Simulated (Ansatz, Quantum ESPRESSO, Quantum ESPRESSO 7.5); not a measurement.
# Work-function anisotropy of Cu

Aim: the work function of the low-index faces of Cu, their order, and how far the functional matters.

Main program and level: Quantum ESPRESSO 7.5; plane-wave DFT, PBE, GBRV ultrasoft pseudopotentials (geometry and cross-check by Ansatz 0.2.0 with PAW datasets; geometry under PBE).

**What experiment says.**

For Cu (clean single-crystal faces), “Anisotropic work function of elemental crystals” (2019, arxiv:1902.07811) quotes earlier work: work function of (111) (clean (111) face) 4.9 eV; work function of (100) (clean (100) face) 4.73 eV; work function of (110) (clean (110) face) 4.56 eV.

## Step 1: Set-up

The cell holds 5 atoms: 5 Cu. Its edges and angles: a = 2.553 Å, b = 2.553 Å, c = 24.337 Å, α = 90.0°, β = 90.0°, γ = 60.0°. It derives from Cu. Vacuum lies along c.

## Step 2: Relaxation with Ansatz of (111)

A relaxation in Ansatz fixes the structure of this slab for the runs on it.

File input.yaml:

```yaml
crystal:
  lattice:
    - [2.5526554801, 0.0, 0.0]
    - [1.27632774, 2.2106644929, 0.0]
    - [0.0, 0.0, 24.3369378871]
  atoms:
    - { symbol: Cu, position: [0.6666666667, 0.6666666667, 0.3287184295] }
    - { symbol: Cu, position: [0.0, 0.0, 0.4143592147] }
    - { symbol: Cu, position: [0.3333333333, 0.3333333333, 0.5] }
    - { symbol: Cu, position: [0.6666666667, 0.6666666667, 0.5856407853] }
    - { symbol: Cu, position: [0.0, 0.0, 0.6712815705] }
kpoints:
  mp_grid: { grid: [12, 12, 1] }
hamiltonian:
  xc: pbe
scf:
  occupations: { method: fermi_dirac, width: 0.1 }
  convergence: { dr2_threshold: 1.0e-08 }
efield:
  axis: 3
  dipole_correction: true
  ramp_position: 0.97
  ramp_width: 0.04
relax:
  f_tol: 0.01
  constraints: [{ sites: [2] }]
output:
  write_potential: true
  write_density: true
  volumetric_format: npy
```

Started as:

```sh
ansatz run input.yaml --threads 4 --pin off --max-ram 8192MiB --backend cpu --events-out ev --progress --plain --runs-dir out
```

Numbers of over 12 decimals in the logs are rounded to 6 here.

Log:

```text
Engine: ansatz 0.2.0, aarch64-unknown-linux-gnu
Pseudopotentials: kind: paw
Pseudopotential: Cu, paw, valence charge 19, recommended cutoff 420 eV (normal), Cu.paw.azcp
Functional definition: PBE
  parameter kappa = 0.804
  parameter beta = 0.066725
  exchange = pbe_x(kappa = kappa, mu = beta*pi^2/3)
  correlation = pbe_c(beta = beta)
Crystal: 5 atoms, lattice volume = 137.335 Å³
Basis set: ecut = 420 eV, 2739 PW (Γ), exchange–correlation on 36×36×360 points (8 copies of the dense FFT grid, shifted against one another)
Bands: 57, of which v1, the nominal top of the filled ones, is band 48 counted from 1 (47 counted from 0)
Symmetry: 6 space group operations
k-points: 19 of 144 (time reversal used)
Non-local potential: Cu, projectors of the file, l = 0: 3, l = 1: 2, l = 2: 3, l = 3: 1
PAW form: soft (Blöchl's): semilocal exchange-correlation on the pseudo side does not see the compensation charge
PAW one-centre angular grid: Cu, 590 points (default); XC on 64 Gauss nodes
Initial density: superposition of atomic densities (neutral atoms: chi_scale 0, normalization atom), corrected by the library's trained network
Initial wavefunctions: pseudopotential atomic-orbital guess
Functional: x = pbe(κ = 0.804, μ = 0.219515), c = pbe(β = 0.066725)
SCF iter   1: F=—  HF=-33124.941248 eV  |F-HF|=—  |Δ(HF+E_count)|=         —  Δρ=1.86e-3  dr2=1.24e-2  ethr=1.77e-3  p=0.000 e·Å  D=6.46e-4 V/Å  ΔV_dip=-0.02 eV  dr2_dipole=1.27e-4  V_vac-E_F(+/−)=4.75/4.77 eV  ⟨swp⟩=7.9  Hψ=4546  notcnv=0  defer=17
efield: sawtooth ramp at fractional position 0.9700 (set: `efield.ramp_position`, or a place that a band, a saddle search or an elastic batch's reference lends), width 0.0400; the density the first Hamiltonian is built on has a dipole p = 0.000 e·Å; the dipole correction subtracts the counter field D = 6.46e-4 V/Å, which shifts the + side's vacuum level by -0.02 eV against the − side's; the planar-averaged density in the ramp window peaks in size at 8.7e-5 e/Å³
preconditioner: auto → LDOS  [metal: Δε(μ)=0.074 eV  Ē_g=8.489 eV  σ=0.100 eV  W_gap=0.18  n_scr=18 (ndim 8)  ℏωp=23.5 eV  f_vac=0.536  D(μ)=1.96/eV (n_scr^D=12)  β→1.0]
SCF iter   2: F=—  HF=-33124.946958 eV  |F-HF|=—  |Δ(HF+E_count)|=   5.71e-3  Δρ=3.44e-3  dr2=1.29e-2  ethr=1.30e-5  p=0.000 e·Å  D=9.53e-5 V/Å  ΔV_dip=-0.00 eV  dr2_dipole=2.09e-6  V_vac-E_F(+/−)=4.80/4.80 eV  ⟨swp⟩=2.9  Hψ=2417  notcnv=0  defer=32
SCF iter   3: F=—  HF=-33124.946196 eV  |F-HF|=—  |Δ(HF+E_count)|=   7.61e-4  Δρ=2.91e-3  dr2=6.86e-3  ethr=1.30e-5  p=0.000 e·Å  D=7.27e-5 V/Å  ΔV_dip=-0.00 eV  dr2_dipole=1.18e-6  V_vac-E_F(+/−)=4.77/4.77 eV  ⟨swp⟩=2.4  Hψ=1905  notcnv=0  defer=32
SCF iter   4: F=—  HF=-33124.944987 eV  |F-HF|=—  |Δ(HF+E_count)|=   1.21e-3  Δρ=4.85e-4  dr2=3.93e-4  ethr=7.22e-6  p=0.000 e·Å  D=3.23e-5 V/Å  ΔV_dip=-0.00 eV  dr2_dipole=2.75e-7  V_vac-E_F(+/−)=4.78/4.78 eV  ⟨swp⟩=2.0  Hψ=1484  notcnv=0  defer=32
SCF iter   5: F=—  HF=-33124.944907 eV  |F-HF|=—  |Δ(HF+E_count)|=   7.99e-5  Δρ=2.49e-4  dr2=7.14e-5  ethr=4.13e-7  p=0.000 e·Å  D=1.23e-5 V/Å  ΔV_dip=-0.00 eV  dr2_dipole=1.40e-8  V_vac-E_F(+/−)=4.78/4.78 eV  ⟨swp⟩=2.1  Hψ=1571  notcnv=0  defer=32
SCF iter   6: F=—  HF=-33124.944907 eV  |F-HF|=—  |Δ(HF+E_count)|=   1.65e-7  Δρ=8.54e-5  dr2=1.30e-5  ethr=7.51e-8  p=-0.000 e·Å  D=-4.68e-6 V/Å  ΔV_dip=0.00 eV  dr2_dipole=6.22e-10  V_vac-E_F(+/−)=4.79/4.79 eV  ⟨swp⟩=2.1  Hψ=1548  notcnv=0  defer=32
SCF iter   7: F=—  HF=-33124.944882 eV  |F-HF|=—  |Δ(HF+E_count)|=   2.51e-5  Δρ=4.47e-5  dr2=3.64e-6  ethr=1.37e-8  p=-0.000 e·Å  D=-7.45e-6 V/Å  ΔV_dip=0.00 eV  dr2_dipole=1.98e-9  V_vac-E_F(+/−)=4.79/4.79 eV  ⟨swp⟩=2.0  Hψ=1440  notcnv=0  defer=32
SCF iter   8: F=—  HF=-33124.944902 eV  |F-HF|=—  |Δ(HF+E_count)|=   1.99e-5  Δρ=1.39e-5  dr2=2.60e-7  ethr=3.83e-9  p=-0.000 e·Å  D=-1.16e-5 V/Å  ΔV_dip=0.00 eV  dr2_dipole=1.31e-9  V_vac-E_F(+/−)=4.79/4.79 eV  ⟨swp⟩=1.7  Hψ=1185  notcnv=0  defer=32
SCF iter   9: F=—  HF=-33124.944902 eV  |F-HF|=—  |Δ(HF+E_count)|=   3.04e-8  Δρ=3.95e-6  dr2=1.63e-8  ethr=2.74e-10  p=-0.000 e·Å  D=-9.97e-6 V/Å  ΔV_dip=0.00 eV  dr2_dipole=7.03e-10  V_vac-E_F(+/−)=4.79/4.79 eV  ⟨swp⟩=2.0  Hψ=1557  notcnv=0  defer=30
SCF iter  10: F=-33124.944902 eV  HF=-33124.944902 eV  |F-HF|=1.93e-8  |Δ(HF+E_count)|=   1.25e-7  Δρ=2.41e-6  dr2=4.88e-9  ethr=1.05e-11  p=-0.000 e·Å  D=-1.06e-5 V/Å  ΔV_dip=0.00 eV  dr2_dipole=9.26e-12  V_vac-E_F(+/−)=4.79/4.79 eV  ⟨swp⟩=9.6  Hψ=7420  notcnv=0
SCF 1 converged in 10 iterations: F = -33124.944902 eV  dr2 = 4.88e-9
  greatest PAW one-centre occupation: 1.000 electrons in one spin orbital (limit 2), on the Cu atom at site 0 (counted from 0), in its partial waves of l = 0
relax step   1: F+E_penalty+E_count = -33124.94490230 eV  Δ(F+E_penalty+E_count) = +0.000e0 eV  max|allowed force component| = 7.340e-3 eV/Å  Δτ_max = 0.0000 Å  (10 SCF iters, accepted)
NSCF: frozen V_eff on 19 k-points
the band table was solved once a step of the walk had ended and its energy, with any forces and stress, was formed, with the checks that follow a solve (5531 applications of the Hamiltonian). They found nothing against the state; the energy, forces and stress were not computed again (output.eigenvalues in the input reference)
WARN: The output density's exchange-correlation potential varies sharply where the density is thin. Do not read a vacuum level from v_tot or v_xc, or from such a field of the output density. On a cell that repeats whose density bears no net charge and no dipole along the vacuum's axis use v_es (v_loc + v_h of the components); under efield.dipole_correction with no amplitude use v_es + v_field, which holds any externa [...]
SCF converged after 10 iterations
Free energy (F): -33124.944902 eV
Harris-Foulkes:  -33124.944902 eV  (|F-HF|=1.93e-8)
Internal energy: -33124.879519 eV  (E = F + TS)
E sigma→0 (E₀):  -33124.912211 eV
Entropy (-TS):   -0.065383 eV (-13.077 meV/atom)
Fermi energy:    4.509310 eV
Dipole field:    D = -0.000016 V/Å  (p = -0.000012 e·Å, saw-weighted, corrected)
Work function:   Φ+ = 4.7929 eV   Φ− = 4.7926 eV
Levels:          The Fermi level and band energies are counted from a zero that moves with the ramp; work functions are not
--- Per-component energies (eV) ---
  E_band       = -2947.567118
  E_kinetic    = 1498.535684
  E_local      = -216731.244659  (includes V_loc(G=0)·N_el)
  E_nonlocal   = 1952.853375
  E_hartree    = 106586.553209
  E_xc         = -445.661078
  E_vxc        = -574.898921  (∫ρ·V_xc dr)
  E_paw        = -8317.995742  (= ΣΔE_a)
  E_vpaw       = -2265.916383  (= ΣTr[D̂ρ^β])
  E_aug_tail   = 0.001378  (compensation charges beyond the density's cutoff)
  E_efield     = 0.000000  (sawtooth field / dipole correction)
  E_vefield    = 0.000360  (∫n·V_field dr)
  E_ewald      = 82332.078314
  E_smearing   = -0.065383  (= −TS)
  E_closure    = 0.000000  (closes the sum)
  Σ components = -33124.944902   (vs F -33124.944902, Δ=0.00e0)
--- Forces (eV/Å), atoms counted from 1 ---
  atom   1  Cu    -0.00000000    -0.00000000    -0.00733805
  atom   2  Cu    -0.00000000    -0.00000000    -0.00560514
  atom   3  Cu     0.00000000    -0.00000000     0.00000103
  atom   4  Cu    -0.00000000     0.00000000     0.00560537
  atom   5  Cu     0.00000000     0.00000000     0.00733983
  max |Σ_I F_I| component: 3.04e-6 eV/Å
--- Band table (eV; the first three rows and the last of 19) ---
  k-point 0: bands = [... 44 lower, 2.6403, 2.8686, 2.8686, 2.9580, 2.9580, 3.5218, 4.2028, 8.6878, ... 5 higher]
  k-point 1: bands = [... 44 lower, 2.6403, 2.6518, 2.8679, 2.9449, 2.9615, 3.9762, 4.7765, 8.8628, ... 5 higher]
  k-point 2: bands = [... 44 lower, 2.6380, 2.7018, 2.8645, 2.9703, 3.3966, 4.7809, 5.9293, 9.3810, ... 5 higher]
  k-point 18: bands = [... 44 lower, 2.8939, 7.9342, 7.9342, 8.1106, 8.3822, 8.9104, 8.9104, 9.8890, ... 5 higher]
--- Relaxed structure (1 steps of the walk, 1 accepted, 0 SCFs on fresh bases) ---
  F+E_penalty+E_count = -33124.94490230 eV   max|allowed force component| = 7.340e-3 eV/Å
  atoms:
    - { symbol: Cu, position: [0.666667, 0.666667, 0.3287184295] }
    - { symbol: Cu, position: [0.0, 0.0, 0.4143592147] }
    - { symbol: Cu, position: [0.333333, 0.333333, 0.5] }
    - { symbol: Cu, position: [0.666667, 0.666667, 0.5856407853] }
    - { symbol: Cu, position: [0.0, 0.0, 0.6712815705] }
```

Run time: 5.9 s. Hardware: 4 threads of Arm Neoverse V1, shared host; peak memory 0.51 GiB; 22 s of CPU time.

The forces lay under the threshold from the start, so no ionic step was taken.

 Held were the atoms numbered 3; the forces quoted are those on the free ones.

Numbers from this step:

- free energy: -33124.9449 eV
- energy at zero smearing: -33124.9122 eV
- smearing term TS: 0.06538 eV
- Fermi energy: 4.509 eV
- symmetry operations: 6
- work function of the upper face: 4.793 eV
- work function of the lower face: 4.793 eV
- dipole along the normal: -1.18e-5 e·Å

(Part 1 of 6 ends here.)

[Logs are printed without paths, hosts, clocks, repeated set-up lines and the standing remarks that a program may print on its own settings, such as how far it seeks lower states.]

[Hosts, paths, dates, database ids (printed as entryN), source tags and the programs' standing remarks are cut or masked in the printed files.]

[Maps of the electrostatic potential energy from Ansatz leave out the sawtooth potential of an applied field or a dipole correction, so their vacuum need not be flat; planar profiles and work functions include it.]
